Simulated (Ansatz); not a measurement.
Planning a run of Ansatz 0.2.0 on CeO2 (Fm-3m). The input:

```yaml
crystal:
  lattice:
    - [0.0, 5.4073, 5.4073]
    - [5.4073, 0.0, 5.4073]
    - [5.4073, 5.4073, 0.0]
  atoms:
    - { symbol: Ce, position: [0.0, 0.0, 0.0] }
    - { symbol: Ce, position: [0.0, 0.0, 0.5] }
    - { symbol: Ce, position: [0.0, 0.5, 0.0] }
    - { symbol: Ce, position: [0.0, 0.5, 0.5] }
    - { symbol: Ce, position: [0.5, 0.0, 0.0] }
    - { symbol: Ce, position: [0.5, 0.0, 0.5] }
    - { symbol: Ce, position: [0.5, 0.5, 0.0] }
    - { symbol: Ce, position: [0.5, 0.5, 0.5] }
    - { symbol: O, position: [0.125, 0.125, 0.125] }
    - { symbol: O, position: [0.125, 0.125, 0.625] }
    - { symbol: O, position: [0.125, 0.625, 0.125] }
    - { symbol: O, position: [0.125, 0.625, 0.625] }
    - { symbol: O, position: [0.625, 0.125, 0.125] }
    - { symbol: O, position: [0.625, 0.125, 0.625] }
    - { symbol: O, position: [0.625, 0.625, 0.125] }
    - { symbol: O, position: [0.625, 0.625, 0.625] }
    - { symbol: O, position: [0.375, 0.375, 0.375] }
    - { symbol: O, position: [0.375, 0.375, 0.875] }
    - { symbol: O, position: [0.375, 0.875, 0.375] }
    - { symbol: O, position: [0.375, 0.875, 0.875] }
    - { symbol: O, position: [0.875, 0.375, 0.375] }
    - { symbol: O, position: [0.875, 0.375, 0.875] }
    - { symbol: O, position: [0.875, 0.875, 0.375] }
    - { symbol: O, position: [0.875, 0.875, 0.875] }
kpoints:
  mp_grid: { grid: [2, 2, 2] }
hamiltonian:
  xc: hse06
  pseudopotentials: { kind: paw, azcp: { folder: soft_1 } }
scf:
  occupations: { method: fixed }
  n_extra_bands: 7
output:
  eigenvalues: true
```

```sh
ansatz run input.yaml --threads 8 --pin off --max-ram 17510MiB --backend cpu --events-out ev --progress --plain --runs-dir out
```

Estimate wall time and host memory on 8 threads of Arm Neoverse V2, shared host.

It took 32 s; on shared hardware allow 16 s to 65 s. Peak host memory was 2.6 GiB. The sizes that set the cost: 6183 plane waves a state, 3 irreducible k points and 25 SCF cycles.

Exact exchange couples every pair of k points and filled bands, so it costs far more than a semilocal run.

[Paths, hosts, dates, memory and timing lines, banners, echoed tables and standing remarks are left out of the program output.]

[Logs are printed without paths, hosts, clocks, repeated set-up lines and the standing remarks that a program may print on its own settings, such as how far it seeks lower states.]

[Runs of the session that timed out or met a known fault of the program may be left out.]

[Cells called generated may have been cut or substituted from an entry of the Crystallography Open Database or the Materials Project.]

[Hosts, paths, dates, database ids (printed as entryN), source tags and the programs' standing remarks are cut or masked in the printed files.]
